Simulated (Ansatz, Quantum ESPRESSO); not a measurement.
# Au(111) with two reversed steps (an extrinsic fault): ballistic transmission, part 3 of 4

Aim: the zero-bias transmission with pwcond for this junction: Au(111) with two reversed steps (an extrinsic fault).

Quantum ESPRESSO 7.5; plane-wave DFT, PBE, JTH PAW pseudopotentials; cross-check by Ansatz 0.2.0 with PAW datasets.

So far. Step 2 (Ground state): The run needed 22 iterations to bring the estimated error under 1e-07 Ry; the largest force on any atom, held or free, is 0.03 eV/Å. Step 3 (Transmission with pwcond.x): At no point does T exceed the number of channels.

## (4) The open system, with nz1 = 1

Level of this step: transmission by pwcond, lead and junction from one cell; plane-wave DFT, PBE, JTH PAW pseudopotentials (Quantum ESPRESSO).

A sensitivity test on the input.

The input, cond.w.in:

```
&inputcond
  outdir = './out'
  prefixt = 'scf'
  tran_file = 'cond.w.dat'
  bdl = 2.4494897436
  bds = 13.0639452947
  ikind = 1
  ewind = 4.0
  epsproj = 1e-05
  nz1 = 1
  energy0 = 0.4
  denergy = -0.4
/
19
  0.00000000 0.00000000 0.00694444
  0.00000000 0.08333333 0.04166667
  0.00000000 0.16666667 0.04166667
  0.00000000 0.25000000 0.04166667
  0.00000000 0.33333333 0.04166667
  0.00000000 0.41666667 0.04166667
  0.00000000 0.50000000 0.02083333
  0.08333333 0.16666667 0.04166667
  0.08333333 0.25000000 0.08333333
  0.08333333 0.33333333 0.08333333
  0.08333333 0.41666667 0.08333333
  0.08333333 0.50000000 0.08333333
  0.16666667 0.33333333 0.04166667
  0.16666667 0.41666667 0.08333333
  0.16666667 0.50000000 0.08333333
  0.16666667 0.58333333 0.04166667
  0.25000000 0.50000000 0.04166667
  0.25000000 0.58333333 0.08333333
  0.33333333 0.66666667 0.01388889
3
```

Started as:

```sh
$ OMP_NUM_THREADS=1 mpirun -n 4 pwcond.x -in cond.w.in > cond.w.out
```

What it wrote:

```text
[banner, memory and clock lines left out]
Program PWCOND v.7.5 starts
[citation notice left out]

[...]
./out/scf.save/
     file Au.GGA_PBE-JTH.UPF: wavefunction(s)  6S 0S 6P 0P 5D 0D renormalized

     IMPORTANT: XC functional enforced from input :
     Exchange-correlation= PBE
                           (   1   4   3   4   0   0   0)
     Any further DFT definition will be discarded
     Please, verify this is what you really want

     Reading collected, re-writing distributed wavefunctions

===== INPUT FILE containing all the regions =====

     GEOMETRY:

     lattice parameter (alat)  =       5.5721  a.u.
     the volume                =    1957.3332 (a.u.)^3
     the cross section         =      26.8887 (a.u.)^2
     l of the unit cell        =      13.0639 (alat)
     number of atoms/cell      =           16
     number of atomic types    =            1

     crystal axes: (cart. coord. in units of alat)
               a(1) = (  1.0000  0.0000  0.0000 )
               a(2) = (  0.5000  0.8660  0.0000 )
               a(3) = (  0.0000  0.0000 13.0639 )

   Cartesian axes

     site n.     atom                  positions (alat units)
          1        Au     tau(  1)=(  0.0000  0.0000 13.0639  )
          2        Au     tau(  2)=(  0.5000  0.2887  0.8165  )
          3        Au     tau(  3)=(  1.0000  0.5774  1.6330  )
          4        Au     tau(  4)=(  0.0000  0.0000  2.4495  )
          5        Au     tau(  5)=(  0.5000  0.2887  3.2660  )
          6        Au     tau(  6)=(  1.0000  0.5774  4.0825  )
          7        Au     tau(  7)=(  0.5000  0.2887  4.8990  )
          8        Au     tau(  8)=(  0.0000  0.0000  5.7155  )
          9        Au     tau(  9)=(  0.5000  0.2887  6.5320  )
         10        Au     tau( 10)=(  1.0000  0.5774  7.3485  )
         11        Au     tau( 11)=(  0.0000  0.0000  8.1650  )
         12        Au     tau( 12)=(  0.5000  0.2887  8.9815  )
         13        Au     tau( 13)=(  1.0000  0.5774  9.7980  )
         14        Au     tau( 14)=(  0.0000  0.0000 10.6145  )
         15        Au     tau( 15)=(  0.5000  0.2887 11.4310  )
         16        Au     tau( 16)=(  1.0000  0.5774 12.2474  )

     nr1s                      =           24
     nr2s                      =           24
     nr3s                      =          320
     nr1sx                     =           24
     nr2sx                     =           24
     nr3sx                     =          320
     nr1                       =           36
     nr2                       =           36
     nr3                       =          480
     nr1x                      =           36
     nr2x                      =           36
     nr3x                      =          480

 _______________________________
  Radii of nonlocal spheres:

     type       ibeta     ang. mom.          radius (alat units)
       Au         1         0                    0.4551
       Au         2         0                    0.4551
       Au         3         1                    0.4551
       Au         4         1                    0.4551
       Au         5         2                    0.4551
       Au         6         2                    0.4551
----- General information -----

--- T calc. with identical leads (ikind=1) ---

     nrx                       =           24
     nry                       =           24
     nz1                       =            1

     energy0               =         4.0E-01
     denergy               =        -4.0E-01
     nenergy               =          3
     ecut2d                =         4.5E+01
     ewind                 =         4.0E+00
     epsproj               =         1.0E-05

     number of k_|| points=   19
                       cryst. coord.
        k(    1) = (   0.0000000   0.0000000), wk =   0.0069444
        k(    2) = (   0.0000000   0.0833333), wk =   0.0416667
[...]
k(   19) = (   0.3333333   0.6666667), wk =   0.0138889
----- Information about left/right lead -----

     nocros                   =           18
     noins                    =           36
     norb                     =           72
     norbf                    =          252
     nrz                      =           60

      iorb      type   ibeta   ang. mom.   m       position (alat)
        1        1       1        0        1   taunew(   1)=(  0.0000  0.0000  0.0000)
        2        1       2        0        1   taunew(   2)=(  0.0000  0.0000  0.0000)
[...]
72        1       6        2        5   taunew(  72)=(  0.0000  0.0000  2.4495)
    k slab    z(k)  z(k+1)     crossing(iorb=1,norb)
    1   0.0000 0.0408 0.0408   111111111111111111000000000000000000000000000000000000000000000000000000
    2   0.0408 0.0816 0.0408   111111111111111111000000000000000000000000000000000000000000000000000000
[...]
60   2.4087 2.4495 0.0408   000000000000000000000000000000000000000000000000000000111111111111111111
----- Information about scattering region -----

     noins                    =          216
     norb                     =          252
     norbf                    =          252
     nrz                      =          260

      iorb      type   ibeta   ang. mom.   m       position (alat)
        1        1       1        0        1   taunew(   1)=(  0.0000  0.0000 -0.0000)
        2        1       2        0        1   taunew(   2)=(  0.0000  0.0000 -0.0000)
[...]
252        1       6        2        5   taunew( 252)=(  0.0000  0.0000 10.6145)
 ngper, shell number =           91          12
 ngper, n2d =           91          64
---  E-Ef =    0.4000000  k =    0.0000000   0.0000000
---  ie =          1  ik =          1
 Nchannels of the left tip =            0
 Right moving states:
   k1(2pi/a)   k2(2pi/a)   E-Ef (eV)
 Left moving states:
   k1(2pi/a)   k2(2pi/a)   E-Ef (eV)

 to transmit
          E-Ef(ev), T =    0.4000000   0.0000000
---  E-Ef =    0.0000000  k =    0.0000000   0.0000000
---  ie =          2  ik =          1
 Nchannels of the left tip =            0
 Right moving states:
   k1(2pi/a)   k2(2pi/a)   E-Ef (eV)
 Left moving states:
   k1(2pi/a)   k2(2pi/a)   E-Ef (eV)

 to transmit
          E-Ef(ev), T =    0.0000000   0.0000000
---  E-Ef =   -0.4000000  k =    0.0000000   0.0000000
---  ie =          3  ik =          1
 Nchannels of the left tip =            0
 Right moving states:
   k1(2pi/a)   k2(2pi/a)   E-Ef (eV)
 Left moving states:
   k1(2pi/a)   k2(2pi/a)   E-Ef (eV)

 to transmit
          E-Ef(ev), T =   -0.4000000   0.0000000
 ngper, shell number =           93          52
 ngper, n2d =           93          64
[... further energies and points left out ...]
---  E-Ef =    0.4000000  k =    0.3333333   0.6666667
---  ie =          1  ik =         19
 Nchannels of the left tip =            0
 Right moving states:
   k1(2pi/a)   k2(2pi/a)   E-Ef (eV)
 Left moving states:
   k1(2pi/a)   k2(2pi/a)   E-Ef (eV)

 to transmit
          E-Ef(ev), T =    0.4000000   0.0000000
---  E-Ef =    0.0000000  k =    0.3333333   0.6666667
---  ie =          2  ik =         19
 Nchannels of the left tip =            0
 Right moving states:
   k1(2pi/a)   k2(2pi/a)   E-Ef (eV)
 Left moving states:
   k1(2pi/a)   k2(2pi/a)   E-Ef (eV)

 to transmit
          E-Ef(ev), T =    0.0000000   0.0000000
---  E-Ef =   -0.4000000  k =    0.3333333   0.6666667
---  ie =          3  ik =         19
 Nchannels of the left tip =            0
 Right moving states:
   k1(2pi/a)   k2(2pi/a)   E-Ef (eV)
 Left moving states:
   k1(2pi/a)   k2(2pi/a)   E-Ef (eV)

 to transmit
          E-Ef(ev), T =   -0.4000000   0.0000000
   T_tot     0.40000      0.15908E+01
   T_tot     0.00000      0.16748E+01
   T_tot    -0.40000      0.12631E+01

[...]
```

It took 57 s on 4 MPI ranks of Arm Neoverse V2, shared host; peak memory 0.28 GiB; 3.8 min of CPU time.

The changed values were drawn from a wide range, not chosen for quality; the comparison shows what they did here together.

Beside the run it was changed from:

```csv
quantity,this run,unchanged run,difference
"transmission at the Fermi level, one spin",0.8374,0.8489,-0.012
"lead channels at the Fermi level, one spin",0.8542,0.8542,0
wall time (s),57,97,
```

Over all energies T moves by up to 0.012, at 0 eV.

The physical values in this table move by up to 1.4 %.

## (5) Transmission with pwcond.x, with ewind, epsproj = [0.1, 0.1]

One more run, with a changed input.

The input, cond.bad.in:

```
&inputcond
  outdir = './out'
  prefixt = 'scf'
  tran_file = 'cond.bad.dat'
  bdl = 2.4494897436
  bds = 13.0639452947
  ikind = 1
  ewind = 0.1
  epsproj = 0.1
  nz1 = 7
  energy0 = 0.4
  denergy = -0.4
/
19
  0.00000000 0.00000000 0.00694444
  0.00000000 0.08333333 0.04166667
  0.00000000 0.16666667 0.04166667
  0.00000000 0.25000000 0.04166667
  0.00000000 0.33333333 0.04166667
  0.00000000 0.41666667 0.04166667
  0.00000000 0.50000000 0.02083333
  0.08333333 0.16666667 0.04166667
  0.08333333 0.25000000 0.08333333
  0.08333333 0.33333333 0.08333333
  0.08333333 0.41666667 0.08333333
  0.08333333 0.50000000 0.08333333
  0.16666667 0.33333333 0.04166667
  0.16666667 0.41666667 0.08333333
  0.16666667 0.50000000 0.08333333
  0.16666667 0.58333333 0.04166667
  0.25000000 0.50000000 0.04166667
  0.25000000 0.58333333 0.08333333
  0.33333333 0.66666667 0.01388889
3
```

Started as:

```sh
$ OMP_NUM_THREADS=1 mpirun -n 4 pwcond.x -in cond.bad.in > cond.bad.out
```

What it wrote:

```text
[banner, memory and clock lines left out]
Program PWCOND v.7.5 starts
[citation notice left out]

[...]
./out/scf.save/
     file Au.GGA_PBE-JTH.UPF: wavefunction(s)  6S 0S 6P 0P 5D 0D renormalized

     IMPORTANT: XC functional enforced from input :
     Exchange-correlation= PBE
                           (   1   4   3   4   0   0   0)
     Any further DFT definition will be discarded
     Please, verify this is what you really want

     Reading collected, re-writing distributed wavefunctions

===== INPUT FILE containing all the regions =====

     GEOMETRY:

     lattice parameter (alat)  =       5.5721  a.u.
     the volume                =    1957.3332 (a.u.)^3
     the cross section         =      26.8887 (a.u.)^2
     l of the unit cell        =      13.0639 (alat)
     number of atoms/cell      =           16
     number of atomic types    =            1

     crystal axes: (cart. coord. in units of alat)
               a(1) = (  1.0000  0.0000  0.0000 )
               a(2) = (  0.5000  0.8660  0.0000 )
               a(3) = (  0.0000  0.0000 13.0639 )

   Cartesian axes

     site n.     atom                  positions (alat units)
          1        Au     tau(  1)=(  0.0000  0.0000 13.0639  )
          2        Au     tau(  2)=(  0.5000  0.2887  0.8165  )
          3        Au     tau(  3)=(  1.0000  0.5774  1.6330  )
          4        Au     tau(  4)=(  0.0000  0.0000  2.4495  )
          5        Au     tau(  5)=(  0.5000  0.2887  3.2660  )
          6        Au     tau(  6)=(  1.0000  0.5774  4.0825  )
          7        Au     tau(  7)=(  0.5000  0.2887  4.8990  )
          8        Au     tau(  8)=(  0.0000  0.0000  5.7155  )
          9        Au     tau(  9)=(  0.5000  0.2887  6.5320  )
         10        Au     tau( 10)=(  1.0000  0.5774  7.3485  )
         11        Au     tau( 11)=(  0.0000  0.0000  8.1650  )
         12        Au     tau( 12)=(  0.5000  0.2887  8.9815  )
         13        Au     tau( 13)=(  1.0000  0.5774  9.7980  )
         14        Au     tau( 14)=(  0.0000  0.0000 10.6145  )
         15        Au     tau( 15)=(  0.5000  0.2887 11.4310  )
         16        Au     tau( 16)=(  1.0000  0.5774 12.2474  )

     nr1s                      =           24
     nr2s                      =           24
     nr3s                      =          320
     nr1sx                     =           24
     nr2sx                     =           24
     nr3sx                     =          320
     nr1                       =           36
     nr2                       =           36
     nr3                       =          480
     nr1x                      =           36
     nr2x                      =           36
     nr3x                      =          480

 _______________________________
  Radii of nonlocal spheres:

     type       ibeta     ang. mom.          radius (alat units)
       Au         1         0                    0.4551
       Au         2         0                    0.4551
       Au         3         1                    0.4551
       Au         4         1                    0.4551
       Au         5         2                    0.4551
       Au         6         2                    0.4551
----- General information -----

--- T calc. with identical leads (ikind=1) ---

     nrx                       =           24
     nry                       =           24
     nz1                       =            7

     energy0               =         4.0E-01
     denergy               =        -4.0E-01
     nenergy               =          3
     ecut2d                =         4.5E+01
     ewind                 =         1.0E-01
     epsproj               =         1.0E-01

     number of k_|| points=   19
                       cryst. coord.
        k(    1) = (   0.0000000   0.0000000), wk =   0.0069444
        k(    2) = (   0.0000000   0.0833333), wk =   0.0416667
[...]
k(   19) = (   0.3333333   0.6666667), wk =   0.0138889
----- Information about left/right lead -----

     nocros                   =           18
     noins                    =           36
     norb                     =           72
     norbf                    =          252
     nrz                      =           60

      iorb      type   ibeta   ang. mom.   m       position (alat)
        1        1       1        0        1   taunew(   1)=(  0.0000  0.0000  0.0000)
        2        1       2        0        1   taunew(   2)=(  0.0000  0.0000  0.0000)
[...]
72        1       6        2        5   taunew(  72)=(  0.0000  0.0000  2.4495)
    k slab    z(k)  z(k+1)     crossing(iorb=1,norb)
    1   0.0000 0.0408 0.0408   111111111111111111000000000000000000000000000000000000000000000000000000
    2   0.0408 0.0816 0.0408   111111111111111111000000000000000000000000000000000000000000000000000000
[...]
60   2.4087 2.4495 0.0408   000000000000000000000000000000000000000000000000000000111111111111111111
----- Information about scattering region -----

     noins                    =          216
     norb                     =          252
     norbf                    =          252
     nrz                      =          260

      iorb      type   ibeta   ang. mom.   m       position (alat)
        1        1       1        0        1   taunew(   1)=(  0.0000  0.0000 -0.0000)
        2        1       2        0        1   taunew(   2)=(  0.0000  0.0000 -0.0000)
[...]
252        1       6        2        5   taunew( 252)=(  0.0000  0.0000 10.6145)
 ngper, shell number =           91          12
 ngper, n2d =           91          16
---  E-Ef =    0.4000000  k =    0.0000000   0.0000000
---  ie =          1  ik =          1
 Nchannels of the left tip =            0
 Right moving states:
   k1(2pi/a)   k2(2pi/a)   E-Ef (eV)
 Left moving states:
   k1(2pi/a)   k2(2pi/a)   E-Ef (eV)

 to transmit
          E-Ef(ev), T =    0.4000000   0.0000000
---  E-Ef =    0.0000000  k =    0.0000000   0.0000000
---  ie =          2  ik =          1
 Nchannels of the left tip =            0
 Right moving states:
   k1(2pi/a)   k2(2pi/a)   E-Ef (eV)
 Left moving states:
   k1(2pi/a)   k2(2pi/a)   E-Ef (eV)

 to transmit
          E-Ef(ev), T =    0.0000000   0.0000000
---  E-Ef =   -0.4000000  k =    0.0000000   0.0000000
---  ie =          3  ik =          1
 Nchannels of the left tip =            0
 Right moving states:
   k1(2pi/a)   k2(2pi/a)   E-Ef (eV)
 Left moving states:
   k1(2pi/a)   k2(2pi/a)   E-Ef (eV)

 to transmit
          E-Ef(ev), T =   -0.4000000   0.0000000
 ngper, shell number =           93          52
 ngper, n2d =           93          16
[... further energies and points left out ...]
---  E-Ef =    0.4000000  k =    0.3333333   0.6666667
---  ie =          1  ik =         19
 Nchannels of the left tip =            0
 Right moving states:
   k1(2pi/a)   k2(2pi/a)   E-Ef (eV)
 Left moving states:
   k1(2pi/a)   k2(2pi/a)   E-Ef (eV)

 to transmit
          E-Ef(ev), T =    0.4000000   0.0000000
---  E-Ef =    0.0000000  k =    0.3333333   0.6666667
---  ie =          2  ik =         19
 Nchannels of the left tip =            0
 Right moving states:
   k1(2pi/a)   k2(2pi/a)   E-Ef (eV)
 Left moving states:
   k1(2pi/a)   k2(2pi/a)   E-Ef (eV)

 to transmit
          E-Ef(ev), T =    0.0000000   0.0000000
---  E-Ef =   -0.4000000  k =    0.3333333   0.6666667
---  ie =          3  ik =         19
 Nchannels of the left tip =            0
 Right moving states:
   k1(2pi/a)   k2(2pi/a)   E-Ef (eV)
 Left moving states:
   k1(2pi/a)   k2(2pi/a)   E-Ef (eV)

 to transmit
          E-Ef(ev), T =   -0.4000000   0.0000000
   T_tot     0.40000      0.15182E+01
   T_tot     0.00000      0.14525E+01
   T_tot    -0.40000      0.12723E+01

[...]
```

The job ended after 49 s (4 MPI ranks; peak memory 0.28 GiB; 3.2 min of CPU time).

The run finished, but its numbers are not taken as the system's. The fault: a window of plane waves far too small, with a loose projection threshold.

Beside the run it was changed from:

```csv
quantity,this run,unchanged run,difference
"transmission at the Fermi level, one spin",0.7263,0.8489,-0.12
"lead channels at the Fermi level, one spin",0.9167,0.8542,0.062
wall time (s),49,97,
```

Over all energies T moves by up to 0.12, at 0 eV.

The physical values in this table move by up to 14 %.

(Continued in part 4 of 4.)

[Logs are printed without paths, hosts, clocks, repeated set-up lines and the standing remarks that a program may print on its own settings, such as how far it seeks lower states.]

[Hosts, paths, dates, database ids (printed as entryN), source tags and the programs' standing remarks are cut or masked in the printed files.]

[Maps of the electrostatic potential energy from Ansatz leave out the sawtooth potential of an applied field or a dipole correction, so their vacuum need not be flat; planar profiles and work functions include it.]
